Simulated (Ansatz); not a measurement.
# HfSi2N4 monolayer in a perpendicular field

What dipole does a perpendicular field induce in the HfSi2N4 monolayer, and does the gap follow? A positive field points along +c.

Method: plane-wave DFT, PBE-D3(BJ), Ansatz PAW, in Ansatz 0.2.0.

### Step 1. The structure

The cell holds 7 atoms: 4 N, 2 Si and 1 Hf. Cell: a = 2.920 Å, b = 2.920 Å, c = 45.964 Å, α = 90.0°, β = 90.0°, γ = 120.0°. Vacuum lies along c.

Coordinates:

```xyz
7
Lattice="2.9200 0.0000 0.0000 -1.4600 2.5288 0.0000 0.0000 0.0000 45.9642" Properties=species:S:1:pos:R:3
N     0.0000    0.0000   19.2500
Si    0.0000    1.6859   19.7194
N     0.0000    1.6859   21.4694
Hf    0.0000    0.0000   22.9821
N     0.0000    1.6859   24.4947
Si    0.0000    1.6859   26.2447
N     0.0000    0.0000   26.7142
```

### Step 2. Relaxing the slab

The starting cell is a guess, so the in-plane lattice and the atoms are relaxed first, with the slab cut off from its images along the normal.

The input, input.yaml:

```yaml
crystal:
  lattice:
    - [2.92, 0.0, 0.0]
    - [-1.46, 2.5287941791, 0.0]
    - [0.0, 0.0, 45.9641524286]
  atoms:
    - { symbol: "N", position: [0.0, 0.0, 0.4188046332] }
    - { symbol: Si, position: [0.3333333333, 0.6666666667, 0.4290176418] }
    - { symbol: "N", position: [0.3333333333, 0.6666666667, 0.4670907903] }
    - { symbol: Hf, position: [0.0, 0.0, 0.5] }
    - { symbol: "N", position: [0.3333333333, 0.6666666667, 0.5329092097] }
    - { symbol: Si, position: [0.3333333333, 0.6666666667, 0.5709823582] }
    - { symbol: "N", position: [0.0, 0.0, 0.5811953668] }
  periodic: [true, true, false]
kpoints:
  mp_grid: { grid: [12, 12, 1] }
hamiltonian:
  xc: pbe
  dispersion: d3bj
scf:
  occupations: { method: fermi_dirac, width: 0.05 }
  convergence: { dr2_threshold: 1.0e-09 }
relax:
  f_tol: 0.004
  max_steps: 90
  cell: {}
output:
  write_potential: true
  write_density: true
  volumetric_format: npy
```

Launch:

```
ansatz run input.yaml --threads 2 --pin off --max-ram 3072MiB --backend cpu --events-out ev --progress --plain --runs-dir out
```

Numbers of over 12 decimals in the logs are rounded to 6 here.

What it wrote:

```text
Warning: relax.cell: scf.convergence.dr2_threshold = 1e-9 eV is looser than the 2.2951074002e-10 eV advised for a relaxation that steers and ends on the stress (1e-10 eV for each atom of the cell: 7, times the square of relax.cell.stress_2d_tol = 0.05 N/m over 17.5 Å (the atoms' height at the walk's start and 5 Å past either face), 2.863e-2 GPa, over a crystal's default 0.05). What an SCF threshold leaves in a stress goes as its square root, and in the free energy as the threshold itself, and one threshold admits the most on a small cell: [figures from the program's tests cut] Set scf.convergence.dr2_threshold to 2.2951074002e-10 eV or tighter. [rest of the remark cut]
Engine: ansatz 0.2.0, x86_64-unknown-linux-gnu
Pseudopotentials: kind: paw
Pseudopotential: N, paw, valence charge 5, recommended cutoff 420 eV (normal), N.paw.azcp
Pseudopotential: Si, paw, valence charge 4, recommended cutoff 420 eV (normal), Si.paw.azcp
Pseudopotential: Hf, paw, valence charge 26, recommended cutoff 420 eV (normal), Hf.paw.azcp
Functional definition: PBE
  parameter kappa = 0.804
  parameter beta = 0.066725
  exchange = pbe_x(kappa = kappa, mu = beta*pi^2/3)
  correlation = pbe_c(beta = beta)
Crystal: 7 atoms, lattice volume = 339.403 Å³
Basis set: ecut = 420 eV, 6573 PW (Γ), exchange–correlation on 40×40×640 points (8 copies of the dense FFT grid, shifted against one another)
Bands: 34, of which v1, the nominal top of the filled ones, is band 27 counted from 1 (26 counted from 0)
Symmetry: 12 space group operations
Space group: P-6m2 (ITA 187), of the structure as read, at distance tolerance 7.0e-5 Å
k-points: 19 of 144 (time reversal used)
Non-local potential: N, projectors of the file, l = 0: 2, l = 1: 2, l = 2: 1
Non-local potential: Si, projectors of the file, l = 0: 2, l = 1: 2, l = 2: 2
Non-local potential: Hf, projectors of the file, l = 0: 3, l = 1: 2, l = 2: 2, l = 3: 3
PAW form: soft (Blöchl's): semilocal exchange-correlation on the pseudo side does not see the compensation charge
PAW one-centre angular grid: N, 110 points (default); XC on 64 Gauss nodes
PAW one-centre angular grid: Si, 110 points (default); XC on 64 Gauss nodes
PAW one-centre angular grid: Hf, 590 points (default); XC on 64 Gauss nodes
Initial density: superposition of atomic densities (neutral atoms: chi_scale 0, normalization atom), corrected by the library's trained network
Initial wavefunctions: pseudopotential atomic-orbital guess
Functional: x = pbe(κ = 0.804, μ = 0.219515), c = pbe(β = 0.066725)
SCF iter   1: F=—  HF=-18536.021565 eV  |F-HF|=—  |Δ(HF+E_count)|=         —  Δρ=5.53e-3  dr2=1.75e-1  ethr=1.77e-3  ⟨swp⟩=13.6  Hψ=5264  notcnv=0  defer=17
preconditioner: auto → LDOS  [insulator: Δε(μ)=0.238 eV  Ē_g=13.061 eV  σ=0.050 eV  W_gap=0.83  n_scr=28 (ndim 8)  ℏωp=13.7 eV  f_vac=0.763  D(μ)=0.17/eV (n_scr^D=4)  ε∞_Penn≈2.1  β→1.0]
SCF iter   2: F=—  HF=-18536.032777 eV  |F-HF|=—  |Δ(HF+E_count)|=   1.12e-2  Δρ=5.94e-3  dr2=2.65e-1  ethr=3.25e-4  ⟨swp⟩=5.0  Hψ=1746  notcnv=0  defer=30
SCF iter   3: F=—  HF=-18536.001306 eV  |F-HF|=—  |Δ(HF+E_count)|=   3.15e-2  Δρ=1.03e-3  dr2=7.51e-3  ethr=3.25e-4  ⟨swp⟩=3.9  Hψ=1170  notcnv=0  defer=31
SCF iter   4: F=—  HF=-18536.001982 eV  |F-HF|=—  |Δ(HF+E_count)|=   6.75e-4  Δρ=4.47e-4  dr2=7.65e-4  ethr=1.39e-5  ⟨swp⟩=3.5  Hψ=1634  notcnv=0  defer=30
SCF iter   5: F=—  HF=-18536.001804 eV  |F-HF|=—  |Δ(HF+E_count)|=   1.77e-4  Δρ=1.63e-4  dr2=8.02e-5  ethr=1.42e-6  ⟨swp⟩=3.3  Hψ=1514  notcnv=0  defer=30
SCF iter   6: F=—  HF=-18536.001708 eV  |F-HF|=—  |Δ(HF+E_count)|=   9.59e-5  Δρ=7.32e-5  dr2=3.08e-5  ethr=1.48e-7  ⟨swp⟩=3.6  Hψ=1569  notcnv=0  defer=30
SCF iter   7: F=—  HF=-18536.001703 eV  |F-HF|=—  |Δ(HF+E_count)|=   5.30e-6  Δρ=2.16e-5  dr2=1.68e-6  ethr=5.70e-8  ⟨swp⟩=3.4  Hψ=1430  notcnv=0  defer=30
SCF iter   8: F=—  HF=-18536.001757 eV  |F-HF|=—  |Δ(HF+E_count)|=   5.34e-5  Δρ=5.77e-6  dr2=6.88e-8  ethr=3.12e-9  ⟨swp⟩=3.8  Hψ=1587  notcnv=0  defer=30
SCF iter   9: F=—  HF=-18536.001757 eV  |F-HF|=—  |Δ(HF+E_count)|=   9.44e-8  Δρ=3.07e-6  dr2=1.78e-8  ethr=1.27e-10  ⟨swp⟩=3.7  Hψ=1677  notcnv=0  defer=30
SCF iter  10: F=—  HF=-18536.001757 eV  |F-HF|=—  |Δ(HF+E_count)|=   7.86e-8  Δρ=8.27e-7  dr2=1.06e-9  ethr=3.29e-11  ⟨swp⟩=3.3  Hψ=1431  notcnv=0  defer=30
SCF iter  11: F=-18536.001757 eV  HF=-18536.001757 eV  |F-HF|=2.33e-10  |Δ(HF+E_count)|=   1.43e-8  Δρ=2.21e-7  dr2=2.08e-10  ethr=1.85e-12  ⟨swp⟩=13.6  Hψ=6114  notcnv=0
SCF 1 converged in 11 iterations: F = -18536.001757 eV  dr2 = 2.08e-10
  greatest PAW one-centre occupation: 0.999 electrons in one spin orbital (limit 2), on the Hf atom at site 3 (counted from 0), in its partial waves of l = 0
relax step   1: F+E_penalty+E_count = -18536.00175680 eV  Δ(F+E_penalty+E_count) = +0.000e0 eV  max|allowed force component| = 3.976e0 eV/Å  Δτ_max = 0.0000 Å  P = +16.063 N/m  Ω = 339.403 Å³  fix = [c, alpha, beta]  reactions: c +0.000 N/m  (11 SCF iters, accepted)
Crystal: 7 atoms, lattice volume = 346.804 Å³
Basis set: ecut = 420 eV, 6657 PW (Γ), exchange–correlation on 40×40×640 points (8 copies of the dense FFT grid, shifted against one another)
Initial density: handed on by an earlier stage of this run
Initial wavefunctions: those handed on with the density
iter 1 solved again at ethr=2.42e-3 eV; its pass at ethr=3.10e-3 eV (dr2=1.30e0 eV) is discarded
SCF iter   1: F=—  HF=-18537.636549 eV  |F-HF|=—  |Δ(HF+E_count)|=         —  Δρ=1.69e-2  dr2=1.32e0  ethr=2.42e-3  ⟨swp⟩=2.4  Hψ=5215  notcnv=0  defer=1
preconditioner: auto → Resta (q_TF=auto, 2.001 Å⁻¹)  ε∞=2.0  [insulator: Δε(μ)=1.098 eV  Ē_g=13.458 eV  σ=0.050 eV  W_gap=1.00  n_scr=28 (ndim 8)  ℏωp=13.5 eV  f_vac=0.775  D(μ)=0.00/eV (n_scr^D=0)  ε∞_Penn≈2.0  vacuum switching on, ρ_ref=1.3e-2 e/Å³]
SCF iter   2: F=—  HF=-18537.384235 eV  |F-HF|=—  |Δ(HF+E_count)|=   2.52e-1  Δρ=7.07e-3  dr2=2.79e-1  ethr=2.42e-3  ⟨swp⟩=5.9  Hψ=2033  notcnv=0  defer=21
SCF iter   3: F=—  HF=-18537.341856 eV  |F-HF|=—  |Δ(HF+E_count)|=   4.24e-2  Δρ=4.53e-3  dr2=5.52e-2  ethr=5.16e-4  ⟨swp⟩=5.6  Hψ=1660  notcnv=0  defer=35
SCF iter   4: F=—  HF=-18537.338461 eV  |F-HF|=—  |Δ(HF+E_count)|=   3.40e-3  Δρ=2.21e-3  dr2=1.11e-2  ethr=1.02e-4  ⟨swp⟩=3.3  Hψ=1544  notcnv=0  defer=35
SCF iter   5: F=—  HF=-18537.337448 eV  |F-HF|=—  |Δ(HF+E_count)|=   1.01e-3  Δρ=6.37e-4  dr2=8.47e-4  ethr=2.06e-5  ⟨swp⟩=3.1  Hψ=1368  notcnv=0  defer=35
SCF iter   6: F=—  HF=-18537.337569 eV  |F-HF|=—  |Δ(HF+E_count)|=   1.21e-4  Δρ=1.86e-4  dr2=9.27e-5  ethr=1.57e-6  ⟨swp⟩=3.7  Hψ=1533  notcnv=0  defer=35
[...]
relax step   5: F+E_penalty+E_count = -18537.56260615 eV  Δ(F+E_penalty+E_count) = -1.990e-3 eV  max|allowed force component| = 3.249e-2 eV/Å  Δτ_max = 0.0051 Å  P = +0.031 N/m  Ω = 362.451 Å³  energy of the carried Pulay correction = -1.504e-2 eV  fix = [c, alpha, beta]  reactions: c +0.000 N/m  (8 SCF iters, accepted)
[...]
relax step   6: F+E_penalty+E_count = -18537.56263493 eV  Δ(F+E_penalty+E_count) = -2.878e-5 eV  max|allowed force component| = 8.238e-4 eV/Å  Δτ_max = 0.0012 Å  P = +0.002 N/m  Ω = 362.471 Å³  energy of the carried Pulay correction = -1.505e-2 eV  fix = [c, alpha, beta]  reactions: c +0.000 N/m  (6 SCF iters, accepted)
[...]
relax step   7: F+E_penalty+E_count = -18537.58632930 eV  Δ(F+E_penalty+E_count) = -2.369e-2 eV  max|allowed force component| = 9.895e-4 eV/Å  Δτ_max = 0.0000 Å  P = +0.573 N/m  Ω = 362.471 Å³  fix = [c, alpha, beta]  reactions: c +0.000 N/m  stress off target by 5.73e-1 N/m on what of the cell is left free  SCF on the basis re-selected at this cell (its energy is not comparable with the rows above)  (7 SCF iters)
[...]
relax step   8: F+E_penalty+E_count = -18537.58614694 eV  Δ(F+E_penalty+E_count) = +1.824e-4 eV  max|allowed force component| = 3.038e-3 eV/Å  Δτ_max = 0.0018 Å  P = +0.042 N/m  Ω = 363.139 Å³  energy of the carried Pulay correction = -4.574e-4 eV  fix = [c, alpha, beta]  reactions: c +0.000 N/m  (7 SCF iters, accepted)
iter 1 solved again at ethr=1.82e-7 eV; its pass at ethr=3.10e-3 eV (dr2=9.85e-5 eV) is discarded
SCF iter   1: F=—  HF=-18537.586386 eV  |F-HF|=—  |Δ(HF+E_count)|=         —  Δρ=6.12e-6  dr2=2.89e-8  ethr=1.82e-7  ⟨swp⟩=6.5  Hψ=8891  notcnv=0
eigensolver tolerance schedule: the retry pair's looser diagonalisation over-reported the residual by 3405.52 of it (diagonalisation noise at 0.25 of the residual, at the tolerance the schedule requests for it); recorded, not acted on — ethr = c·dr2/N_el stays at c = 1.0e-1
preconditioner: auto → Resta (q_TF=auto, 1.986 Å⁻¹)  ε∞=2.0  [insulator: Δε(μ)=1.580 eV  Ē_g=13.259 eV  σ=0.050 eV  W_gap=1.00  n_scr=28 (ndim 8)  ℏωp=13.2 eV  f_vac=0.775  D(μ)=0.00/eV (n_scr^D=0)  ε∞_Penn≈2.0  vacuum switching on, ρ_ref=1.3e-2 e/Å³]
SCF iter   2: F=—  HF=-18537.586559 eV  |F-HF|=—  |Δ(HF+E_count)|=   1.73e-4  Δρ=3.08e-6  dr2=1.33e-8  ethr=5.35e-11  ⟨swp⟩=6.5  Hψ=2844  notcnv=0
SCF iter   3: F=—  HF=-18537.586562 eV  |F-HF|=—  |Δ(HF+E_count)|=   3.10e-6  Δρ=1.77e-6  dr2=2.57e-9  ethr=2.46e-11  ⟨swp⟩=3.1  Hψ=1009  notcnv=0
iter 4 met the thresholds in force, and the SCF goes on: an eigenvalue changes by 1.87 meV, over its tolerance of 1.19 meV (output.eigenvalues, Limitations)
SCF iter   4: F=-18537.586565 eV  HF=-18537.586565 eV  |F-HF|=8.37e-7  |Δ(HF+E_count)|=   2.14e-6  Δρ=7.39e-7  dr2=7.20e-10  ethr=1.85e-12  ⟨swp⟩=23.1  Hψ=6987  notcnv=0
SCF iter   5: F=-18537.586565 eV  HF=-18537.586565 eV  |F-HF|=2.16e-8  |Δ(HF+E_count)|=   8.16e-7  Δρ=9.41e-8  dr2=2.60e-11  ethr=1.33e-12  ⟨swp⟩=13.2  Hψ=5676  notcnv=0
SCF 9 converged in 5 iterations: F = -18537.586565 eV  dr2 = 2.60e-11
relax step   9: F+E_penalty+E_count = -18537.58656536 eV  Δ(F+E_penalty+E_count) = -4.184e-4 eV  max|allowed force component| = 3.061e-3 eV/Å  Δτ_max = 0.0000 Å  P = +0.046 N/m  Ω = 363.139 Å³  fix = [c, alpha, beta]  reactions: c +0.000 N/m  stress off target by 4.62e-2 N/m on what of the cell is left free  SCF on the basis re-selected at this cell (its energy is not comparable with the rows above)  (5 SCF iters)
basis re-selected at this cell: Δ(F+E_penalty+E_count) = -4.184e-4 eV, ΔP = +0.004 N/m vs the last step (what re-selecting the basis moved, of the pressure what is left beyond the Pulay correction that the steps carried, after the strain that the cell walked since its last selection, with what the two solves' SCF thresholds leave and, on support functions, any second-order correction that the steps lacked; it is no m [...]
WARN: The output density's exchange-correlation potential varies sharply where the density is thin. Do not read a vacuum level from v_tot or v_xc, or from such a field of the output density. On a cell that repeats whose density bears no net charge and no dipole along the vacuum's axis use v_es (v_loc + v_h of the components); under efield.dipole_correction with no amplitude use v_es + v_field, which holds any externa [...]
SCF converged after 5 iterations
an eigenvalue changed by more than its tolerance at an iteration that met the thresholds in force, so the SCF went on 1 time: the last check found none over its tolerance
Free energy (F): -18537.586565 eV
Harris-Foulkes:  -18537.586565 eV  (|F-HF|=2.16e-8)
Internal energy: -18537.586565 eV  (E = F + TS)
E sigma→0 (E₀):  -18537.586565 eV
Entropy (-TS):   -0.000000 eV (-0.000 meV/atom)
Fermi energy:    -5.575571 eV
--- Per-component energies (eV) ---
  E_band       = -992.024056
  E_kinetic    = 1047.315666
  E_local      = -314396.303548  (includes V_loc(G=0)·N_el)
  E_nonlocal   = -1013.290532
  E_hartree    = 156353.538017
  E_xc         = -656.422464
  E_vxc        = -672.889985  (∫ρ·V_xc dr)
  E_paw        = -8465.194666  (= ΣΔE_a)
  E_vpaw       = 1336.068453  (= ΣTr[D̂ρ^β])
  E_aug_tail   = 0.000399  (compensation charges beyond the density's cutoff)
  E_ewald      = 148594.416111
  E_disp       = -1.645550  (pairwise vdW)
  E_smearing   = -0.000000  (= −TS)
  E_closure    = 0.000000  (closes the sum)
  Σ components = -18537.586565   (vs F -18537.586565, Δ=0.00e0)
--- Forces (eV/Å), atoms counted from 1 ---
  atom   1  N     -0.00000000    -0.00000000    -0.00159489
  atom   2  Si    -0.00000000     0.00000000    -0.00179278
  atom   3  N     -0.00000000    -0.00000000     0.00306149
  atom   4  Hf     0.00000000    -0.00000000     0.00000000
  atom   5  N     -0.00000000    -0.00000000    -0.00306149
  atom   6  Si    -0.00000000     0.00000000     0.00179278
  atom   7  N     -0.00000000    -0.00000000     0.00159489
  max |Σ_I F_I| component: 2.96e-16 eV/Å
--- 2D stress c σ (N/m, compression-positive) ---
        0.046168       0.000000       0.000000
        0.000000       0.046168       0.000000
        0.000000       0.000000       0.000000
  P = ½ c Tr σ = 0.0462 N/m
--- Band table (eV; the first three rows and the last of 19) ---
  k-point 0: bands = [... 23 lower, -8.4226, -7.3003, -7.1374, -7.1374, -3.7681, -2.1526, -1.7944, -0.8233, ... 3 higher]
  k-point 1: bands = [... 23 lower, -8.3070, -7.3796, -7.2539, -7.0982, -3.6811, -2.0270, -1.8983, -0.7535, ... 3 higher]
  k-point 2: bands = [... 23 lower, -7.9968, -7.6437, -7.5517, -7.1296, -3.9883, -1.8951, -1.5127, -0.5409, ... 3 higher]
  k-point 18: bands = [... 23 lower, -9.0731, -8.9300, -7.1284, -6.3156, -4.0299, -0.8768, -0.6691, 0.3588, ... 3 higher]
  the weakly bound empty levels are not read free of the cell's end (no_gap_told)
--- Relaxed structure (7 steps of the walk, 7 accepted, 2 SCFs on fresh bases) ---
  F+E_penalty+E_count = -18537.58656536 eV   max|allowed force component| = 3.061e-3 eV/Å   (the final SCF, on the basis selected at the relaxed cell)
  cell:  # Å, volume = 363.1391 Å³
    - [3.020380, 0.0, 0.0]
    - [-1.510190, 2.615726, 0.0]
    - [0.0, 0.0, 45.9641524286]
  atoms:
    - { symbol: N, position: [1.057355261855499e-17, -5.1357255561990634e-17, 0.424494] }
    - { symbol: Si, position: [0.333333, 0.666667, 0.434941] }
    - { symbol: N, position: [0.333333, 0.666667, 0.472765] }
    - { symbol: Hf, position: [1.0573552618554996e-17, -5.135725556199062e-17, 0.5] }
    - { symbol: N, position: [0.333333, 0.666667, 0.527235] }
    - { symbol: Si, position: [0.333333, 0.666667, 0.565059] }
    - { symbol: N, position: [1.057355261855499e-17, -5.1357255561990634e-17, 0.575506] }
```

It took 85 s on 2 threads of Intel Xeon Platinum 8488C (Sapphire Rapids), shared host; peak memory 0.73 GiB; 2.8 min of CPU time.

Step by step:

| step | energy less that of the first step (eV) | largest force component (eV/Å) | volume (Å³) |
| --- | --- | --- | --- |
| 1 | 0.0000 | 3.9761 | 339.40 |
| 2 | -1.3357 | 0.8767 | 346.80 |
| 3 | -1.5406 | 0.8484 | 360.60 |
| 4 | -1.5589 | 0.2543 | 362.47 |
| 5 | -1.5608 | 0.0325 | 362.45 |
| 6 | -1.5609 | 0.0008 | 362.47 |
| 7* | -1.5846 | 0.0010 | 362.47 |
| 8 | -1.5844 | 0.0030 | 363.14 |
| 9* | -1.5848 | 0.0031 | 363.14 |

Relaxation steps marked * repeat the geometry before them on a plane-wave basis chosen anew for their cell, so energy and pressure can jump there.

Forces are held to the 12 operations that the run works with; a distortion that breaks them can't arise in this run.

| cell as run | before | after | change |
| --- | --- | --- | --- |
| a (Å) | 2.920 | 3.020 | +3.4 % |
| b (Å) | 2.920 | 3.020 | +3.4 % |

The atoms that moved most (Å, along periodic axes as changes of fractional coordinates times the final cell, across vacuum about the mean position):

| atom | dx | dy | dz | length |
| --- | --- | --- | --- | --- |
| Si6 | 0.000 | 0.000 | -0.272 | 0.272 |
| Si2 | 0.000 | 0.000 | 0.272 | 0.272 |
| N7 | 0.000 | 0.000 | -0.262 | 0.262 |
| N1 | 0.000 | 0.000 | 0.262 | 0.262 |
| N5 | 0.000 | 0.000 | -0.261 | 0.261 |
| N3 | 0.000 | 0.000 | 0.261 | 0.261 |

The relaxed structure:

```cif
data_structure
_symmetry_space_group_name_H-M 'P 1'
_symmetry_Int_Tables_number 1
_cell_length_a 3.0204
_cell_length_b 3.0204
_cell_length_c 45.9642
_cell_angle_alpha 90.000
_cell_angle_beta 90.000
_cell_angle_gamma 120.000
_cell_volume 363.14
loop_
_atom_site_label
_atom_site_type_symbol
_atom_site_fract_x
_atom_site_fract_y
_atom_site_fract_z
_atom_site_occupancy
N1 N 0.00000 0.00000 0.42449 1
Si2 Si 0.33333 0.66667 0.43494 1
N3 N 0.33333 0.66667 0.47277 1
Hf4 Hf 0.00000 0.00000 0.50000 1
N5 N 0.33333 0.66667 0.52723 1
Si6 Si 0.33333 0.66667 0.56506 1
N7 N 0.00000 0.00000 0.57551 1
```

The lattice constant a goes from 2.920 to 3.020 Å.

(Part 1 of 2 ends here.)

[Logs are printed without paths, hosts, clocks, repeated set-up lines and the standing remarks that a program may print on its own settings, such as how far it seeks lower states.]

[Hosts, paths, dates, database ids (printed as entryN), source tags and the programs' standing remarks are cut or masked in the printed files.]

[Maps of the electrostatic potential energy from Ansatz leave out the sawtooth potential of an applied field or a dipole correction, so their vacuum need not be flat; planar profiles and work functions include it.]
